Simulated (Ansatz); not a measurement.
# 2H-CrOS monolayer in a perpendicular field

Aim: how the 2H-CrOS monolayer screens a field along its normal, and what the field does to its bands. A positive field points along +c.

Main program and level: Ansatz 0.2.0; plane-wave DFT, PBE-D3(BJ), Ansatz PAW (set soft_1); PAW set soft_1.

Most raw output is cut from this account.

### 1. The structure

The cell holds 3 atoms: 1 S, 1 Cr and 1 O. Its edges and angles: a = 2.842 Å, b = 2.842 Å, c = 36.360 Å, α = 90.0°, β = 90.0°, γ = 120.0°. Vacuum lies along c.

Structure file:

```cif
data_structure
_symmetry_space_group_name_H-M 'P 1'
_symmetry_Int_Tables_number 1
_cell_length_a 2.8418
_cell_length_b 2.8418
_cell_length_c 36.3599
_cell_angle_alpha 90.000
_cell_angle_beta 90.000
_cell_angle_gamma 120.000
_cell_volume 254.29
loop_
_atom_site_label
_atom_site_type_symbol
_atom_site_fract_x
_atom_site_fract_y
_atom_site_fract_z
_atom_site_occupancy
S1 S 0.33333 0.66667 0.46342 1
Cr2 Cr 0.00000 0.00000 0.50857 1
O3 O 0.33333 0.66667 0.53658 1
```

### 2. Relaxing the slab

The starting cell is a guess, so the in-plane lattice and the atoms are relaxed first, with the slab cut off from its images along the normal.

input.yaml

```yaml
crystal:
  lattice:
    - [2.841782, 0.0, 0.0]
    - [-1.420891, 2.461055404, 0.0]
    - [0.0, 0.0, 36.3599455673]
  atoms:
    - { symbol: S, position: [0.3333333333, 0.6666666667, 0.4634220359] }
    - { symbol: Cr, position: [0.0, 0.0, 0.5085729816] }
    - { symbol: O, position: [0.3333333333, 0.6666666667, 0.5365779641] }
  periodic: [true, true, false]
kpoints:
  mp_grid: { grid: [12, 12, 1] }
hamiltonian:
  xc: pbe
  dispersion: d3bj
  pseudopotentials: { kind: paw, azcp: { folder: soft_1 } }
scf:
  occupations: { method: fermi_dirac, width: 0.05 }
  convergence: { dr2_threshold: 1.0e-09 }
relax:
  f_tol: 0.004
  max_steps: 90
  cell: {}
output:
  write_potential: true
  write_density: true
  volumetric_format: npy
```

The run is started by

```console
ansatz run input.yaml --threads 2 --pin off --max-ram 3072MiB --backend cpu --events-out ev --progress --plain --runs-dir out
```

It took 35 s on 2 threads of Arm Neoverse V1, shared host; peak memory 0.47 GiB; 69 s of CPU time.

This run has no spin polarisation, although Cr can carry a moment.

Relaxation path:

```csv
step,energy less that of the first step (eV),largest force component (eV/Å),volume (Å³)
1,0.0000,1.5238,254.29
2,-0.0585,0.8149,251.31
3,-0.0727,0.2927,247.94
4,-0.0743,0.0045,248.98
5,-0.0743,0.0026,249.10
6*,-0.0733,0.0022,249.10
```

Relaxation steps marked * repeat the geometry before them on a plane-wave basis chosen anew for their cell, so energy and pressure can jump there.

Forces are held to the 6 operations that the run works with; a distortion that breaks them can't arise in this run.

| cell as run | before | after | change |
| --- | --- | --- | --- |
| a (Å) | 2.842 | 2.813 | -1.0 % |
| b (Å) | 2.842 | 2.813 | -1.0 % |

The atoms that moved most (Å, along periodic axes as changes of fractional coordinates times the final cell, across vacuum about the mean position):

```
atom     dx     dy      dz  length
 Cr2  0.000  0.000  -0.044   0.044
  S1  0.000  0.000   0.038   0.038
  O3  0.000  0.000   0.006   0.006
```

Final coordinates:

```xyz
3
Lattice="2.8126 0.0000 0.0000 -1.4063 2.4358 0.0000 0.0000 0.0000 36.3599" Properties=species:S:1:pos:R:3
S     0.0000    1.6239   16.8881
Cr    0.0000    0.0000   18.4472
O     0.0000    1.6239   19.5164
```

This step gave:

- energy at zero smearing: -4848.6342 eV

The lattice constant a goes from 2.842 to 2.813 Å.

### 3. Single point, field 0

A sawtooth potential applies the field, turning back in the middle of the vacuum. With the dipole correction the typed value is the field outside the slab. The induced dipole is small, so the SCF threshold is tight.

The cell differs from the one that the last finished run ended in (c 36.360 → 20.628 Å).

input.yaml

```yaml
crystal:
  lattice:
    - [2.8126116997, 0.0, 0.0]
    - [-1.4063058498, 2.4357931829, 0.0]
    - [0.0, 0.0, 20.6283130947]
  atoms:
    - { symbol: S, position: [0.3333333333, 0.6666666667, 0.4362935524] }
    - { symbol: Cr, position: [0.0, 0.0, 0.5118758746] }
    - { symbol: O, position: [0.3333333333, 0.6666666667, 0.5637064476] }
kpoints:
  mp_grid: { grid: [18, 18, 1] }
  band_path:
    path: [[0, 0, 0], [0.5, 0, 0], [0.33333333, 0.33333333, 0], [0, 0, 0]]
    npoints: 16
hamiltonian:
  xc: pbe
  dispersion: d3bj
  pseudopotentials: { kind: paw, azcp: { folder: soft_1 } }
scf:
  occupations: { method: fermi_dirac, width: 0.02585 }
  convergence: { dr2_threshold: 1.0e-10 }
efield:
  axis: 3
  dipole_correction: true
  ramp_position: 0.97
  ramp_width: 0.06
  amplitude: 0
output:
  dos: { projected: true, e_range: [-6, 5] }
  write_potential: true
  write_density: true
  volumetric_format: npy
  elf: true
```

The job ended after 14 s (2 threads; peak memory 0.41 GiB; 29 s of CPU time).

Numbers from this step:

- dipole along the normal: -0.09390 e·Å
- gap along the path: 0.2669 eV
- smallest direct gap along the path: 1.296 eV
- step between the vacuum levels: 2.480 eV
- ionisation energy, upper face: 7.068 eV
- electron affinity, upper face: 6.801 eV
- ionisation energy, lower face: 4.588 eV
- gap, the smaller of path and mesh: 0.2669 eV

Running mean over a fixed 2.7 Å (it still follows the layers) of the planar mean; the ramp of the sawtooth is left out. Electron's electrostatic potential energy less the Fermi level against z:

z (Å), electron's electrostatic potential energy less the Fermi level (eV) and a bar from the least value:
```
     2.87        4.5 ##########################
     3.29        4.5 ##########################
     3.72        4.5 ##########################
     4.01        4.5 ##########################
     4.44        4.5 ##########################
     4.87        4.5 ##########################
     5.30        4.5 ##########################
     5.73        4.4 ##########################
     6.02        4.4 ##########################
     6.45        4.3 ##########################
     6.88        3.8 #########################
     7.31        2.0 ######################
     7.74       -0.7 #################
     8.17       -3.2 #############
     8.45       -4.6 ###########
     8.88       -6.8 #######
     9.31       -9.4 ###
     9.74      -11.2 
    10.17      -11.3 
    10.46      -10.6 #
    10.89       -8.8 ####
    11.32       -6.7 ########
    11.75       -3.8 ############
    12.18       -0.6 ##################
    12.46        1.4 #####################
    12.89        4.0 #########################
    13.32        6.0 ############################
    13.75        6.8 ##############################
    14.18        6.9 ##############################
    14.61        6.9 ##############################
    14.90        6.9 ##############################
    15.33        6.9 ##############################
    15.76        6.9 ##############################
    16.19        6.9 ##############################
    16.62        6.9 ##############################
    16.90        6.9 ##############################
    17.33        6.9 ##############################
    17.76        6.9 ##############################
```

The density of states has structure finer than the step of the table below, so its rows give means over 0.2 eV, whole bins alone (the curve runs from -6 to 2.13 eV). Peaks (eV: height): -5.17: 9.35, -4.43: 11.7, -4.35: 9.29, -2.97: 14.0, -2.80: 9.16, -1.23: 11.7, 0.62: 11.1.

Table of density of states by energy, zero at the Fermi level of the run, which the smearing sets inside the gap; means over each step:

```
energy (eV)  density of states (states/eV a cell)
       -5.8                                  1.51
       -5.6                                  2.13
       -5.4                                  1.26
       -5.2                                  3.84
       -5.0                                  3.38
       -4.8                                  1.49
       -4.6                                  1.61
       -4.4                                  7.56
       -4.2                                  2.11
       -4.0                                 0.941
       -3.8                                 0.862
       -3.6                                  1.35
       -3.4                                  1.36
       -3.2                                 0.702
       -3.0                                  4.82
       -2.8                                  4.78
       -2.6                                  1.81
       -2.4                                  2.49
       -2.2                                  1.80
       -2.0                                 0.717
       -1.8                               0.00877
       -1.6                                     0
       -1.4                                 0.281
       -1.2                                  6.60
       -1.0                                 0.973
       -0.8                                 0.598
       -0.6                                 0.491
       -0.4                                 0.458
       -0.2                                 0.402
        0.0                                     0
        0.2                                 0.706
        0.4                                  1.60
        0.6                                  4.94
        0.8                                  4.52
        1.0                                  3.09
        1.2                                  2.32
        1.4                                  2.83
        1.6                                  2.95
        1.8                                  3.85
        2.0                                  1.85
```

Projected DOS per atom over height of the atomic layer and energy from the Fermi level. Layers: S Cr O from below.

Values in states/eV, 22 rows by 3 columns, each cell a mean:
```
0.43 1.69 0.64
0.25 1.76 0.88
0.50 1.49 0.39
0.85 3.09 0.32
0.39 2.10 0.18
0.02 0.23 0.01
0.01 0.24 0.18
0.01 0.31 0.20
0.19 2.03 0.62
0.10 1.11 0.35
0.01 0.05 0.00
0.52 0.83 0.11
0.95 0.85 0.29
2.16 1.18 1.46
0.44 0.22 0.22
0.59 0.33 0.39
0.34 0.19 0.43
0.58 1.52 3.14
0.44 0.41 0.64
1.12 0.92 1.55
0.43 0.48 0.77
0.39 0.53 0.87
```
Columns: height of the atomic layer (Å) from 9 to 11.6 (not evenly spaced); rows upwards: energy from the Fermi level (eV) from -5.96 to 2.05.

Electronic bands along the path, in eV, zero at the Fermi level of the run, which the smearing sets inside the gap:

| point | band 10 | band 11 | band 12 | band 13 | band 14 | band 15 | band 16 | band 17 |
| --- | --- | --- | --- | --- | --- | --- | --- | --- |
| Γ | -3.65 | -1.90 | -1.90 | -0.13 | 1.44 | 1.44 | 2.61 | 2.61 |
| halfway | -4.22 | -2.96 | -2.32 | -1.03 | 0.76 | 1.19 | 1.67 | 2.49 |
| M | -4.50 | -2.97 | -2.10 | -1.22 | 0.62 | 0.66 | 2.17 | 2.68 |
| halfway | -4.39 | -3.79 | -2.84 | -1.10 | 0.36 | 1.11 | 1.95 | 2.36 |
| K | -4.85 | -4.25 | -2.84 | -1.16 | 0.14 | 1.41 | 1.69 | 2.57 |
| halfway | -4.09 | -3.15 | -2.69 | -1.09 | 0.62 | 1.03 | 1.54 | 2.42 |
| Γ | -3.65 | -1.90 | -1.90 | -0.13 | 1.44 | 1.44 | 2.61 | 2.61 |

ELF in the ca plane at fractional y = 0.667, with atoms of S and O within 0.2 Å of it. It is the smooth field of the valence electrons, not physical close to the nuclei.

Values, 5 rows by 16 columns, each cell a mean:
```
0.00 0.00 0.00 0.00 0.00 0.02 0.13 0.32 0.18 0.15 0.08 0.01 0.00 0.00 0.00 0.00
0.00 0.00 0.00 0.00 0.00 0.09 0.50 0.67 0.31 0.26 0.43 0.09 0.00 0.00 0.00 0.00
0.00 0.00 0.00 0.00 0.02 0.40 0.89 0.48 0.48 0.56 0.77 0.35 0.01 0.00 0.00 0.00
0.00 0.00 0.00 0.00 0.02 0.46 0.91 0.29 0.48 0.55 0.74 0.40 0.02 0.00 0.00 0.00
0.00 0.00 0.00 0.00 0.01 0.19 0.71 0.76 0.40 0.39 0.64 0.17 0.00 0.00 0.00 0.00
```
Columns run along c (16.0 Å, from fractional 0.09 to 0.86 of the cell), rows up along a (2.8 Å). Atoms in or near the plane, at fractional coordinates: S at (0.44, 0.33), O at (0.56, 0.33).

Electrostatic potential energy in the ca plane at fractional y = 0.667, with atoms of S and O within 0.2 Å of it. With pseudopotentials it is smooth inside the atoms' cores, unlike the true potential.

Ten even steps from '0' (-40 eV) to '9' (5 eV), each cell a mean:
```
99999999999999999998887644789999999999999999
99999999999999999998887634689999999999999999
99999999999999999986567766788999999999999999
99999999999999999861015777524899999999999999
99999999999999999840002787100599999999999999
99999999999999999830102787100599999999999999
99999999999999999861004777413899999999999999
99999999999999999986557766778999999999999999
```
Columns run along c (16.0 Å, from fractional 0.09 to 0.86 of the cell; values clipped at the 3rd and 97th percentile), rows up along a (2.8 Å). Atoms in or near the plane, at fractional coordinates: S at (0.44, 0.33), O at (0.56, 0.33).

Valence density in the ca plane at fractional y = 0.667, with atoms of S and O within 0.2 Å of it. It is the smooth field of the valence electrons, not physical close to the nuclei.

Ten steps, logarithmic in the rise over the least value, from '0' (0.0 e/Å³) to '9' (6.7 e/Å³), each cell a mean:
```
00000000000000000123333455332100000000000000
00000000000000000123333455332100000000000000
00000000000000000234554444444210000000000000
00000000000000001345665434677520000000000000
00000000000000001356455435899631000000000000
00000000000000001356455435899731000000000000
00000000000000001356565434687520000000000000
00000000000000000234554444454310000000000000
```
Columns run along c (16.0 Å, from fractional 0.09 to 0.86 of the cell), rows up along a (2.8 Å). Atoms in or near the plane, at fractional coordinates: S at (0.44, 0.33), O at (0.56, 0.33).

The gap is 0.27 eV, with the valence edge 7.07 eV and the conduction edge 6.80 eV under the upper vacuum level.

### 4. Single point, field 0.1 V/Å

input.yaml: that of step 3 with these lines changed.

```diff
@@ -24,7 +24,6 @@
   dipole_correction: true
-  ramp_position: 0.97
-  ramp_width: 0.06
-  amplitude: 0
+  ramp_position: 0.9205
+  ramp_width: 0.1401
+  amplitude: 0.1
 output:
-  dos: { projected: true, e_range: [-6, 5] }
   write_potential: true
@@ -32,2 +31 @@
   volumetric_format: npy
-  elf: true
```

Wall time 15 s (2 threads); peak memory 0.38 GiB.

The dipole is -0.0779 e·Å, 0.0160 e·Å from its value without field, and the gap 0.260 eV.

### 5. Atoms held, field -0.1 V/Å

input.yaml: that of step 4 with these lines changed.

```diff
@@ -26,3 +26,3 @@
   ramp_width: 0.1401
-  amplitude: 0.1
+  amplitude: -0.1
 output:
```

The job ended after 14 s (2 threads; peak memory 0.37 GiB; 28 s of CPU time).

The dipole is -0.110 e·Å, -0.0160 e·Å from its value without field, and the gap 0.274 eV.

### 6. Response, atoms held

This step: plane-wave DFT, PBE-D3(BJ), Ansatz PAW (set soft_1); response to a field along the normal, atoms held; PAW set soft_1 (Ansatz 0.2.0).

The dipoles give the slope, and the difference of two potentials shows where the field is screened.

Numbers from this step:

| Quantity | Value |
| --- | --- |
| equivalent conductor thickness p/(ε₀AE) | 4.236 Å |
| distance between the outer atoms | 2.628 Å |

Table of dipole of the cell by applied field:

| applied field (V/Å) | dipole of the cell (e·Å) |
| --- | --- |
| -0.1000 | -0.110 |
| 0.0000 | -0.0939 |
| 0.1000 | -0.0779 |

Local field over the applied field, running mean. From the potentials at -0.1 and 0.1 V/Å; running mean over 2.5 Å. Table of local field over applied field by z:

```csv
z (Å),local field over applied field
4.01,1.000
4.30,0.999
4.73,0.998
5.01,0.997
5.44,0.991
5.73,0.983
6.02,0.968
6.45,0.924
6.73,0.873
7.02,0.800
7.45,0.662
7.74,0.563
8.17,0.406
8.45,0.302
8.74,0.212
9.17,0.116
9.45,0.0768
9.74,0.0540
10.17,0.0460
10.46,0.0614
10.89,0.120
11.17,0.183
11.46,0.261
11.89,0.399
12.18,0.503
12.46,0.608
12.89,0.752
13.18,0.835
13.61,0.927
13.90,0.961
14.18,0.980
14.61,0.993
14.90,0.997
15.18,0.998
15.61,0.999
15.90,1.000
16.33,1.000
16.62,1.000
```

The induced electron density oscillates, so the rows of the table below give means over windows of 0.5 Å about each position, cut where the curve ends. Its maxima inside the range that stand out by 2 % of the span (Å: e/Å³ per V/Å): 8.02: 0.00377, 9.17: 0.00142, 10.60: 8.3e-4, 11.75: -0.00173. Its minima: 8.74: 7.9e-4, 9.88: -0.00119, 11.46: -0.00209, 12.18: -0.00393.

Electrons, planar mean, per unit field. The induced electron density by z; means over each step:

z (Å), induced electron density (e/Å³ per V/Å) and a bar from the least value:
```
      4.5    0.00000 ##############
      5.0    0.00001 ##############
      5.5    0.00005 ##############
      6.0    0.00015 ###############
      6.5    0.00043 ################
      7.0    0.00116 ###################
      7.5    0.00256 ##########################
      8.0    0.00355 ##############################
      8.5    0.00178 ######################
      9.0    0.00115 ###################
      9.5    0.00026 ###############
     10.0   -0.00094 ##########
     10.5    0.00047 ################
     11.0   -0.00060 ############
     11.5   -0.00184 ######
     12.0   -0.00304 #
     12.5   -0.00318 
     13.0   -0.00134 ########
     13.5   -0.00044 ############
     14.0   -0.00013 ##############
     14.5   -0.00004 ##############
     15.0   -0.00001 ##############
     15.5    0.00000 ##############
     16.0    0.00000 ##############
     16.5    0.00000 ##############
```

The smaller of the gaps on the path and on the k-mesh, counted as 0 under 0.03 eV. Table of gap by applied field:

```csv
applied field (V/Å),gap (eV)
-0.1000,0.274
0.0000,0.267
0.1000,0.260
```

By hand: between -0.1 and 0.1 V/Å the dipole changes by 0.03207 e·Å, a slope of 0.1604 e·Å²/V. A perfect conductor of thickness t has p = ε₀AEt, so t = 180.95 × 0.1604 / 6.851 = 4.24 Å (e/ε₀ = 180.95 V·Å, A in Å²).

The induced dipole is that of a conductor 4.24 Å thick.

### 7. What came out

```yaml
gap_without_field: 0.267 eV
ionisation_energy_upper_face: 7.07 eV
electron_affinity_upper_face: 6.80 eV
step_between_the_vacuum_levels: 2.48 eV
equivalent_conductor_thickness_atoms_held: 4.24 Å
```

**Reading.** The induced dipole equals that of a perfect conductor 4.24 Å thick, while the outer atoms lie 2.63 Å apart; an out-of-plane ε follows only once a thickness t is chosen, by 1 − 1/ε = 4.24 Å / t. The two faces differ: the vacuum level above lies 2.48 eV higher than the one below. The gap stays within 0.01 eV of 0.27 eV over the fields run, up to 0.1 V/Å in size. Semilocal functionals give gaps that are too small, and excitons are not included. The main runs have no spin polarisation; a magnetic state could lie lower and would change these results.

[Logs are printed without paths, hosts, clocks, repeated set-up lines and the standing remarks that a program may print on its own settings, such as how far it seeks lower states.]

[Hosts, paths, dates, database ids (printed as entryN), source tags and the programs' standing remarks are cut or masked in the printed files.]

[Maps of the electrostatic potential energy from Ansatz leave out the sawtooth potential of an applied field or a dipole correction, so their vacuum need not be flat; planar profiles and work functions include it.]

[The density of states shown here was stored with 400 of the rows of the run's finer table, so its peaks can read low, often by over a quarter, or be missed, and its means over a window can be off by a tenth or more.]
